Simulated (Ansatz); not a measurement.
**Localised basis functions on Ge(100) slab, H on both faces (108 atoms)**

Wanted: errors and times of a linear-scaling basis for Ge(100) slab, H on both faces (108 atoms). A setting counts as converged where the r.m.s. difference of forces stays under 1 % of the r.m.s. force.

Main program and level: Ansatz 0.2.0; Kohn-Sham DFT, PBE, PAW (set soft_2), plane waves.

### Step 1. The starting structure

The cell holds 108 atoms: 72 Ge and 36 H. Its edges and angles: a = 12.002 Å, b = 12.002 Å, c = 23.668 Å, α = 90.0°, β = 90.0°, γ = 90.0°. It derives from Ge (diamond-structure). Diamond-structure Ge (a = 5.658 Å), (100) slab of 8 atomic planes, 3 x 3 surface cells, H on the broken bonds of both faces, 12 Å of vacuum; displaced by a Gaussian of 0.02 Å. Regions: slab, 72 atoms (72 Ge); hydrogen, 36 atoms (36 H). Vacuum lies along c.

Limits known from the start: The Brillouin zone is sampled at Γ only, in a cell whose shortest periodic width is 12 Å.

### Step 2. Plane-wave single point

This run is the reference for what follows, at a cutoff of 420 eV.

The input, input.yaml:

```yaml
crystal:
  lattice:
    - [12.00243, 0.0, 0.0]
    - [0.0, 12.00243, 0.0]
    - [0.0, 0.0, 23.66819]
  atoms:
    - { symbol: Ge, position: [0.16692, 0.16853, 0.28965] }
    - { symbol: Ge, position: [0.0018, 0.16986, 0.35027] }
    - { symbol: Ge, position: [0.00106, 0.33303, 0.40965] }
    - { symbol: Ge, position: [0.17074, 0.0, 0.46998] }
    - { symbol: Ge, position: [0.16501, 0.16653, 0.52975] }
    - { symbol: Ge, position: [0.00286, 0.16898, 0.59067] }
    - { symbol: Ge, position: [0.00474, 0.9996, 0.6498] }
    - { symbol: Ge, position: [0.16586, 0.99816, 0.70917] }
    - { symbol: Ge, position: [0.16799, 0.49802, 0.29041] }
    - { symbol: Ge, position: [0.99997, 0.50141, 0.35133] }
    - { symbol: Ge, position: [0.00092, 0.66747, 0.41023] }
    - { symbol: Ge, position: [0.17053, 0.33528, 0.46966] }
    - { symbol: Ge, position: [0.16852, 0.49931, 0.52917] }
    - { symbol: Ge, position: [0.00479, 0.50118, 0.59071] }
    - { symbol: Ge, position: [0.00215, 0.33325, 0.64916] }
    - { symbol: Ge, position: [0.16708, 0.33445, 0.7079] }
    - { symbol: Ge, position: [0.16954, 0.83328, 0.29023] }
    - { symbol: Ge, position: [0.00158, 0.83577, 0.35235] }
    - { symbol: Ge, position: [0.00154, 0.00182, 0.40914] }
    - { symbol: Ge, position: [0.16606, 0.66608, 0.47065] }
    - { symbol: Ge, position: [0.16751, 0.83399, 0.52984] }
    - { symbol: Ge, position: [0.00042, 0.83551, 0.5899] }
    - { symbol: Ge, position: [0.00066, 0.66642, 0.64884] }
    - { symbol: Ge, position: [0.16953, 0.66472, 0.70938] }
    - { symbol: Ge, position: [0.50133, 0.16928, 0.29167] }
    - { symbol: Ge, position: [0.33643, 0.16611, 0.35069] }
    - { symbol: Ge, position: [0.33681, 0.33562, 0.40951] }
    - { symbol: Ge, position: [0.49835, 0.99971, 0.47051] }
    - { symbol: Ge, position: [0.50392, 0.16466, 0.52911] }
    - { symbol: Ge, position: [0.33417, 0.16373, 0.58981] }
    - { symbol: Ge, position: [0.33448, 0.00035, 0.64904] }
    - { symbol: Ge, position: [0.50209, 0.9994, 0.70887] }
    - { symbol: Ge, position: [0.50118, 0.50015, 0.29168] }
    - { symbol: Ge, position: [0.3362, 0.49954, 0.35031] }
    - { symbol: Ge, position: [0.33607, 0.66516, 0.40994] }
    - { symbol: Ge, position: [0.50172, 0.33592, 0.47041] }
    - { symbol: Ge, position: [0.50003, 0.49833, 0.53054] }
    - { symbol: Ge, position: [0.33647, 0.50042, 0.59031] }
    - { symbol: Ge, position: [0.33338, 0.33311, 0.65082] }
    - { symbol: Ge, position: [0.50131, 0.33236, 0.70925] }
    - { symbol: Ge, position: [0.50523, 0.83454, 0.29004] }
    - { symbol: Ge, position: [0.3338, 0.8326, 0.35031] }
    - { symbol: Ge, position: [0.33601, 0.99941, 0.4092] }
    - { symbol: Ge, position: [0.49916, 0.67033, 0.46996] }
    - { symbol: Ge, position: [0.50203, 0.83304, 0.53044] }
    - { symbol: Ge, position: [0.33643, 0.8327, 0.59045] }
    - { symbol: Ge, position: [0.33481, 0.66452, 0.65165] }
    - { symbol: Ge, position: [0.50318, 0.66403, 0.70847] }
    - { symbol: Ge, position: [0.83799, 0.16447, 0.29071] }
    - { symbol: Ge, position: [0.66962, 0.16462, 0.34956] }
    - { symbol: Ge, position: [0.67036, 0.33391, 0.41083] }
    - { symbol: Ge, position: [0.83486, 0.00304, 0.47055] }
    - { symbol: Ge, position: [0.83414, 0.16699, 0.53052] }
    - { symbol: Ge, position: [0.67105, 0.16429, 0.59026] }
    - { symbol: Ge, position: [0.66582, 0.00117, 0.65087] }
    - { symbol: Ge, position: [0.83439, 0.00031, 0.71068] }
    - { symbol: Ge, position: [0.83369, 0.49807, 0.29153] }
    - { symbol: Ge, position: [0.66639, 0.50271, 0.3503] }
    - { symbol: Ge, position: [0.67066, 0.66694, 0.41226] }
    - { symbol: Ge, position: [0.83548, 0.33283, 0.4725] }
    - { symbol: Ge, position: [0.83686, 0.5015, 0.52898] }
    - { symbol: Ge, position: [0.66716, 0.49789, 0.58995] }
    - { symbol: Ge, position: [0.66711, 0.33224, 0.64925] }
    - { symbol: Ge, position: [0.83495, 0.33079, 0.70889] }
    - { symbol: Ge, position: [0.83835, 0.83343, 0.29037] }
    - { symbol: Ge, position: [0.66705, 0.83105, 0.34986] }
    - { symbol: Ge, position: [0.66874, 0.00239, 0.41144] }
    - { symbol: Ge, position: [0.83729, 0.66379, 0.47189] }
    - { symbol: Ge, position: [0.83645, 0.83232, 0.53293] }
    - { symbol: Ge, position: [0.66735, 0.83136, 0.58866] }
    - { symbol: Ge, position: [0.66702, 0.66696, 0.65137] }
    - { symbol: Ge, position: [0.83465, 0.66644, 0.70917] }
    - { symbol: H, position: [0.16912, 0.06303, 0.25397] }
    - { symbol: H, position: [0.17271, 0.26974, 0.2531] }
    - { symbol: H, position: [0.16982, 0.89527, 0.74761] }
    - { symbol: H, position: [0.16918, 0.10288, 0.74739] }
    - { symbol: H, position: [0.17033, 0.60765, 0.25296] }
    - { symbol: H, position: [0.16849, 0.39641, 0.25486] }
    [... 24 atom lines left out ...]
    - { symbol: H, position: [0.83454, 0.23233, 0.74686] }
    - { symbol: H, position: [0.83509, 0.43701, 0.7454] }
    - { symbol: H, position: [0.83569, 0.72889, 0.2541] }
    - { symbol: H, position: [0.8373, 0.93581, 0.25312] }
    - { symbol: H, position: [0.83681, 0.77185, 0.74649] }
    - { symbol: H, position: [0.83737, 0.56157, 0.74551] }
kpoints:
  mp_grid: { grid: [1, 1, 1] }
hamiltonian:
  xc: pbe
scf:
  occupations: { method: fixed }
output:
  forces: true
  populations: true
  dos:
    method: { smearing: { sigma: 0.1 } }
    de: 0.1
    projected:
      site_lists:
        Ge: [Ge]
        H: [H]
        slab: [0, 1, 2, 3, 4, 5, 6, 7, 8, 9, 10, 11, 12, 13, 14, 15, 16, 17, 18, 19, 20, 21, 22, 23, 24, 25, 26, 27, 28, 29, 30, 31, 32, 33, 34, 35, 36, 37, 38, 39, 40, 41, 42, 43, 44, 45, 46, 47, 48, 49, 50, 51, 52, 53, 54, 55, 56, 57, 58, 59, 60, 61, 62, 63, 64, 65, 66, 67, 68, 69, 70, 71]
        hydrogen: [72, 73, 74, 75, 76, 77, 78, 79, 80, 81, 82, 83, 84, 85, 86, 87, 88, 89, 90, 91, 92, 93, 94, 95, 96, 97, 98, 99, 100, 101, 102, 103, 104, 105, 106, 107]
  eigenvalues: true
  write_density: true
  write_potential: true
  volumetric_format: npy
```

On the command line:

```
$ ansatz run input.yaml --threads 4 --pin off --max-ram 8192MiB --backend cpu --events-out ev --progress --plain --runs-dir out
```

Output:

```text
Engine: ansatz 0.2.0, aarch64-unknown-linux-gnu
Pseudopotentials: kind: paw
Pseudopotential: Ge, paw, valence charge 14, recommended cutoff 420 eV (normal), Ge.paw.azcp
Pseudopotential: H, paw, valence charge 1, recommended cutoff 420 eV (normal), H.paw.azcp
Functional definition: PBE
  parameter kappa = 0.804
  parameter beta = 0.066725
  exchange = pbe_x(kappa = kappa, mu = beta*pi^2/3)
  correlation = pbe_c(beta = beta)
Crystal: 108 atoms, lattice volume = 3409.600 Å³
Basis set: ecut = 420 eV, 66647 PW (Γ), exchange–correlation on 162×162×320 points (8 copies of the dense FFT grid, shifted against one another)
Bands: 630, of which v1, the nominal top of the filled ones, is band 522 counted from 1 (521 counted from 0)
Symmetry: 1 space group operations
Space group: P1 (ITA 1), of the structure as read, at distance tolerance 1.5e-4 Å
k-points: 1
Non-local potential: Ge, projectors of the file, l = 0: 2, l = 1: 2, l = 2: 3, l = 3: 1
Non-local potential: H, projectors of the file, l = 0: 2, l = 1: 1
PAW form: soft (Blöchl's): semilocal exchange-correlation on the pseudo side does not see the compensation charge
PAW one-centre angular grid: Ge, 590 points (default); XC on 64 Gauss nodes
PAW one-centre angular grid: H, 110 points (default); XC on 64 Gauss nodes
Initial density: superposition of atomic densities (neutral atoms: chi_scale 0, normalization atom), corrected by the library's trained network
Initial wavefunctions: pseudopotential atomic-orbital guess
Functional: x = pbe(κ = 0.804, μ = 0.219515), c = pbe(β = 0.066725)
SCF iter   1: F=—  HF=-309788.491933 eV  |F-HF|=—  |Δ(HF+E_count)|=         —  Δρ=2.50e-3  dr2=3.60e-1  ethr=1.77e-3  ⟨swp⟩=5.0  Hψ=1933  notcnv=0  defer=99
preconditioner: auto → Resta (q_TF=auto, 2.240 Å⁻¹)  ε∞=1.9  [insulator: Δε(μ)=0.976 eV  Ē_g=21.857 eV  n_scr=660 (ndim 8)  ℏωp=20.5 eV  f_vac=0.455  ε∞_Penn≈1.9  vacuum switching on, ρ_ref=3.5e-2 e/Å³]
SCF iter   2: F=—  HF=-309788.459148 eV  |F-HF|=—  |Δ(HF+E_count)|=   3.28e-2  Δρ=1.35e-3  dr2=2.41e-1  ethr=3.45e-5  ⟨swp⟩=3.0  Hψ=796  notcnv=0  defer=106
SCF iter   3: F=—  HF=-309788.447942 eV  |F-HF|=—  |Δ(HF+E_count)|=   1.12e-2  Δρ=9.96e-4  dr2=1.14e-1  ethr=2.31e-5  ⟨swp⟩=3.0  Hψ=635  notcnv=0  defer=106
SCF iter   4: F=—  HF=-309788.439469 eV  |F-HF|=—  |Δ(HF+E_count)|=   8.47e-3  Δρ=4.00e-4  dr2=9.68e-3  ethr=1.09e-5  ⟨swp⟩=3.0  Hψ=626  notcnv=0  defer=106
SCF iter   5: F=—  HF=-309788.439214 eV  |F-HF|=—  |Δ(HF+E_count)|=   2.56e-4  Δρ=1.19e-4  dr2=2.29e-3  ethr=9.27e-7  ⟨swp⟩=2.0  Hψ=648  notcnv=0  defer=106
SCF iter   6: F=—  HF=-309788.439044 eV  |F-HF|=—  |Δ(HF+E_count)|=   1.70e-4  Δρ=6.32e-5  dr2=2.14e-4  ethr=2.20e-7  ⟨swp⟩=2.0  Hψ=617  notcnv=0  defer=99
SCF iter   7: F=—  HF=-309788.439048 eV  |F-HF|=—  |Δ(HF+E_count)|=   4.67e-6  Δρ=2.87e-5  dr2=6.48e-5  ethr=2.05e-8  ⟨swp⟩=4.0  Hψ=1248  notcnv=0  defer=99
SCF iter   8: F=—  HF=-309788.440299 eV  |F-HF|=—  |Δ(HF+E_count)|=   1.25e-3  Δρ=1.47e-5  dr2=4.47e-6  ethr=6.20e-9  ⟨swp⟩=2.0  Hψ=650  notcnv=0  defer=99
SCF iter   9: F=—  HF=-309788.440303 eV  |F-HF|=—  |Δ(HF+E_count)|=   3.85e-6  Δρ=6.00e-6  dr2=1.50e-6  ethr=4.29e-10  ⟨swp⟩=2.0  Hψ=1053  notcnv=0  defer=99
SCF iter  10: F=—  HF=-309788.440304 eV  |F-HF|=—  |Δ(HF+E_count)|=   9.35e-7  Δρ=1.91e-6  dr2=1.19e-7  ethr=1.44e-10  ⟨swp⟩=2.0  Hψ=1040  notcnv=0  defer=99
SCF iter  11: F=-309788.440304 eV  HF=-309788.440304 eV  |F-HF|=8.85e-9  |Δ(HF+E_count)|=   1.33e-7  Δρ=7.60e-7  dr2=4.13e-8  ethr=9.58e-12  ⟨swp⟩=18.0  Hψ=4586  notcnv=0
SCF 1 converged in 11 iterations: F = -309788.440304 eV  dr2 = 4.13e-8
  greatest PAW one-centre occupation: 0.998 electrons in one spin orbital (limit 2), on the Ge atom at site 40 (counted from 0), in its partial waves of l = 2
WARN: The output density's exchange-correlation potential varies sharply where the density is thin. Do not read a vacuum level from v_tot or v_xc, or from such a field of the output density. On a cell that repeats whose density bears no net charge and no dipole along the vacuum's axis use v_es (v_loc + v_h of the components); [...]
SCF converged after 11 iterations
Free energy (F): -309788.440304 eV
Harris-Foulkes:  -309788.440304 eV  (|F-HF|=8.85e-9)
Internal energy: -309788.440304 eV  (E = F + TS)
E sigma→0 (E₀):  -309788.440304 eV
Fermi energy:    1.860131 eV
--- Per-component energies (eV) ---
  E_band       = -17183.365963
  E_kinetic    = 8542.583940
  E_local      = -869491.794871  (includes V_loc(G=0)·N_el)
  E_nonlocal   = 30245.819796
  E_hartree    = 420621.539027
  E_xc         = -5762.127383
  E_vxc        = -5067.241859  (∫ρ·V_xc dr)
  E_paw        = -145504.608226  (= ΣΔE_a)
  E_vpaw       = -22655.728460  (= ΣTr[D̂ρ^β])
  E_aug_tail   = -0.021635  (compensation charges beyond the density's cutoff)
  E_ewald      = 251560.169048
  E_smearing   = -0.000000  (= −TS)
  E_closure    = 0.000000  (closes the sum)
  Σ components = -309788.440304   (vs F -309788.440304, Δ=0.00e0)
--- Forces (eV/Å), atoms counted from 1 ---
  atom   1  Ge     0.34473843    -0.47118256     0.96557058
  atom   2  Ge     0.16081271    -0.30447235    -0.21639971
  atom   3  Ge     0.07047567     0.30810060     0.51129958
  atom   4  Ge    -0.33657653     0.07699060    -0.19065562
  atom   5  Ge     0.51385507     0.14248287    -0.07527136
  atom   6  Ge    -0.30086155    -0.40878802    -0.18429112
  atom   7  Ge    -0.79756891     0.26980978     0.11040109
  atom   8  Ge     0.66289303     0.23098206     0.07143304
  atom   9  Ge    -0.03506998     1.38520557     0.63382436
  atom  10  Ge     0.14322510    -0.19883034    -0.33948131
  atom  11  Ge     0.02699591     0.05148508     0.15967649
  atom  12  Ge    -0.22426481    -0.38333873    -0.16793420
  atom  13  Ge     0.20691018     0.13903872     0.35377160
  atom  14  Ge    -0.35339197    -0.20476450    -0.40193332
[...]
atom 107  H      0.00678730    -0.35878907     0.05473399
  atom 108  H     -0.01680517     0.11726979     0.22126307
  max |Σ_I F_I| component: 5.66e-6 eV/Å
--- Band table (eV) ---
  k-point 0: bands = ["-22.6292", "-22.6071", "-22.6023", "-22.5937", [... 614 levels ...], "7.1411", "7.1454", "7.1609", "7.1801", "7.1937", "7.2272", "7.2328", "7.2488", "7.2530", "7.2548", "7.3567", "7.3641"]
--- Löwdin populations: 108 sites ---
  site symbol       q [e]
     0     Ge     13.8254
     1     Ge     13.9994
     2     Ge     13.9742
[...]
107      H      1.0361
  spilling = 0.002287 (of n_electrons = 1044.000000)
```

It took 99 s on 4 threads of Arm Neoverse V2, shared host; peak memory 4.8 GiB.

The program notes that the exchange-correlation potential is rough where the density is thin.

Numbers from this run:

```
free energy                                      : -309788.4403 eV
free energy per atom                             : -2868.4115 eV/atom
SCF cycles                                       : 11
r.m.s. force component                           : 0.3637 eV/Å
longest force                                    : 1.703 eV/Å
Fermi energy                                     : 1.86 eV
gap (highest filled to lowest empty level) : 0.9768 eV
potential in mid-vacuum, over the Fermi level    : 4.315 eV
potential 4.5 Å over the upper face              : 4.314 eV
potential 4.5 Å under the lower face             : 4.314 eV
spilling of the projection                       : 0.002287
```

The r.m.s. force component of 0.36 eV/Å sets the scale for the differences below.

### Step 3. Support functions medium, spacing 0.45 Å

The grid spacing sets how fine a wave the support functions can hold.

This step: Kohn-Sham DFT, PBE, PAW (set soft_2), localised support functions (medium) (Ansatz 0.2.0).

input.yaml, the sections that differ from step 2:

```yaml
scf:
  occupations: { method: fixed }
  eigensolver: { kind: { support_functions: { accuracy: medium, spacing: 0.45 } } }
  mixing: { beta: 0.2 }
  max_iter: 150
output:
  forces: true
  eigenvalues: true
# crystal, kpoints, hamiltonian: as in step 2
```

Output:

```text
Warning: scf.eigensolver.kind.support_functions: disabling space-group detection — the functions' gradient is summed over unrotated k-points, so no spatial operation reduces the k-mesh or symmetrises the density; time reversal is kept, so that k and −k are solved as one point where they differ and the mesh holds both, and exact exchange and, on two spinor components, a DFT+U term hold to it where the run has them: [...]
settings of this run that can trade accuracy for cost: scf.eigensolver.kind.support_functions [...]
[...]
Crystal: 108 atoms, lattice volume = 3409.600 Å³
Basis set: ecut = 420 eV, 66647 PW (Γ), exchange–correlation on 162×162×320 points (8 copies of the dense FFT grid, shifted against one another)
Bands: 627, of which v1, the nominal top of the filled ones, is band 522 counted from 1 (521 counted from 0)
Symmetry: 1 space group operations
k-points: 1
[...]
SCF iter   1: F=—  HF=-308819.357483 eV  |F-HF|=—  |Δ(HF+E_count)|=         —  Δρ=6.68e-2  dr2=7.02e1  ethr=1.00e-1
[...]
SCF iter  16: F=-308461.694262 eV  HF=-308461.694262 eV  |F-HF|=1.60e-7  |Δ(HF+E_count)|=   1.65e-3  Δρ=2.25e-6  dr2=1.64e-7  ethr=8.42e-11
SCF 1 converged in 16 iterations: F = -308461.720694 eV  dr2 = 1.64e-7
[...]
SCF converged after 16 iterations
Stability not checked: this state was not tested for a lower state beside it, because the mixer in use, unlike msr1, does not test its closes by its own steps (another_mixer; see scf.mixing.algorithm and scf.lower_state_search)
Free energy (F): -308461.720694 eV
[...]
Internal energy: -308461.720694 eV  (E = F + TS)
E sigma→0 (E₀):  -308461.720694 eV
Fermi energy:    1.706306 eV
[...]
--- Forces (eV/Å), atoms counted from 1 ---
  atom   1  Ge     0.27881811    -0.93438492     6.61915024
  atom   2  Ge    -0.31880308    -1.06602561     2.24040456
  atom   3  Ge    -0.20091200     0.37684174    -2.95712033
  atom   4  Ge    -1.35906193     0.07604743    -5.52129777
  atom   5  Ge     0.94456975     0.17484617     4.81077964
  atom   6  Ge    -1.00571230    -0.96759424     2.80303956
  atom   7  Ge    -1.85885848     0.36783963    -2.44134907
  atom   8  Ge     0.84885154     0.68836301    -6.39393940
  atom   9  Ge    -0.38075076     1.76724824     6.94901076
  atom  10  Ge     0.13499940    -0.55946137     0.47207788
  atom  11  Ge    -0.20567841    -0.16220143    -4.13392205
  atom  12  Ge    -1.20292879    -0.89963648    -5.94517850
  atom  13  Ge    -0.29947966     0.32848877     4.01107255
  atom  14  Ge    -1.43809315    -0.48843563     2.53683340
[...]
atom 107  H     -0.08291251    -0.51790933    -0.13620958
  atom 108  H     -0.12276467     0.29915135    -0.02087577
  max |Σ_I F_I| component: 3.50e1 eV/Å
--- Band table (eV) ---
[...]
```

The job ended after 1.9 min (4 threads; peak memory 2.9 GiB; 7.4 min of CPU time).

The program notes that the band table was not solved further than the SCF left it, the forces don't sum to zero within tolerance, the grid leaves an egg-box force and it switched symmetry off.

Forces differ from the reference by 2211 meV/Å r.m.s., 608 % of their size, far over a tolerance of 1 %; the energy by +12284 meV/atom and the gap by -0.66 eV. The setting is coarser than the default on purpose.

### Step 4. Support functions medium, spacing 0.375 Å

The grid spacing sets how fine a wave the support functions can hold.

input.yaml, the sections that differ from step 3:

```yaml
scf:
  occupations: { method: fixed }
  eigensolver: { kind: { support_functions: { accuracy: medium, spacing: 0.375 } } }
  mixing: { beta: 0.2 }
  max_iter: 150
# crystal, kpoints, hamiltonian, output: as in step 3
```

Output:

```text
[...]
Crystal: 108 atoms, lattice volume = 3409.600 Å³
Basis set: ecut = 420 eV, 66647 PW (Γ), exchange–correlation on 162×162×320 points (8 copies of the dense FFT grid, shifted against one another)
Bands: 627, of which v1, the nominal top of the filled ones, is band 522 counted from 1 (521 counted from 0)
Symmetry: 1 space group operations
k-points: 1
[...]
SCF iter   1: F=—  HF=-309773.877701 eV  |F-HF|=—  |Δ(HF+E_count)|=         —  Δρ=3.28e-2  dr2=2.92e1  ethr=1.00e-1
[...]
SCF iter  14: F=-309786.593645 eV  HF=-309786.593642 eV  |F-HF|=3.16e-6  |Δ(HF+E_count)|=   4.64e-4  Δρ=8.24e-6  dr2=1.69e-6  ethr=3.91e-10
SCF 1 converged in 14 iterations: F = -309786.600632 eV  dr2 = 1.69e-6
[...]
SCF converged after 14 iterations
[...]
Free energy (F): -309786.600632 eV
[...]
Internal energy: -309786.600632 eV  (E = F + TS)
E sigma→0 (E₀):  -309786.600632 eV
Fermi energy:    1.861838 eV
[...]
--- Forces (eV/Å), atoms counted from 1 ---
  atom   1  Ge     0.34454960    -0.47441088     0.97774989
  atom   2  Ge     0.15675932    -0.31045212    -0.22066910
  atom   3  Ge     0.06787464     0.30870265     0.51090802
  atom   4  Ge    -0.34472940     0.07683944    -0.18686201
  atom   5  Ge     0.51699098     0.14272258    -0.07884106
  atom   6  Ge    -0.30798843    -0.41438777    -0.18237107
  atom   7  Ge    -0.80754977     0.27086081     0.11531034
  atom   8  Ge     0.66449043     0.23520623     0.06093981
  atom   9  Ge    -0.03713170     1.38439823     0.64444184
  atom  10  Ge     0.14319502    -0.20151051    -0.34406105
  atom  11  Ge     0.02479624     0.04956000     0.16049139
  atom  12  Ge    -0.23219615    -0.38784982    -0.16376171
  atom  13  Ge     0.20334364     0.14018410     0.35101575
  atom  14  Ge    -0.36490520    -0.20778951    -0.39962302
[...]
atom 107  H      0.00096440    -0.37000544     0.05805300
  atom 108  H     -0.02328107     0.13097812     0.23418386
  max |Σ_I F_I| component: 4.43e-1 eV/Å
--- Band table (eV) ---
[...]
```

Run time: 1.7 min. Hardware: 4 threads; peak memory 3.2 GiB.

Forces differ from the reference by 6.4 meV/Å r.m.s., 1.8 % of their size, over a tolerance of 1 %; the energy by +17 meV/atom and the gap by -0.0068 eV. The setting is coarser than the default on purpose.

[end of part 1 of 2]

[Long decimals in the printed logs are rounded to 6 places.]

[Logs are printed without paths, hosts, clocks, repeated set-up lines and the standing remarks that a program may print on its own settings, such as how far it seeks lower states.]

[Hosts, paths, dates, database ids (printed as entryN), source tags and the programs' standing remarks are cut or masked in the printed files.]
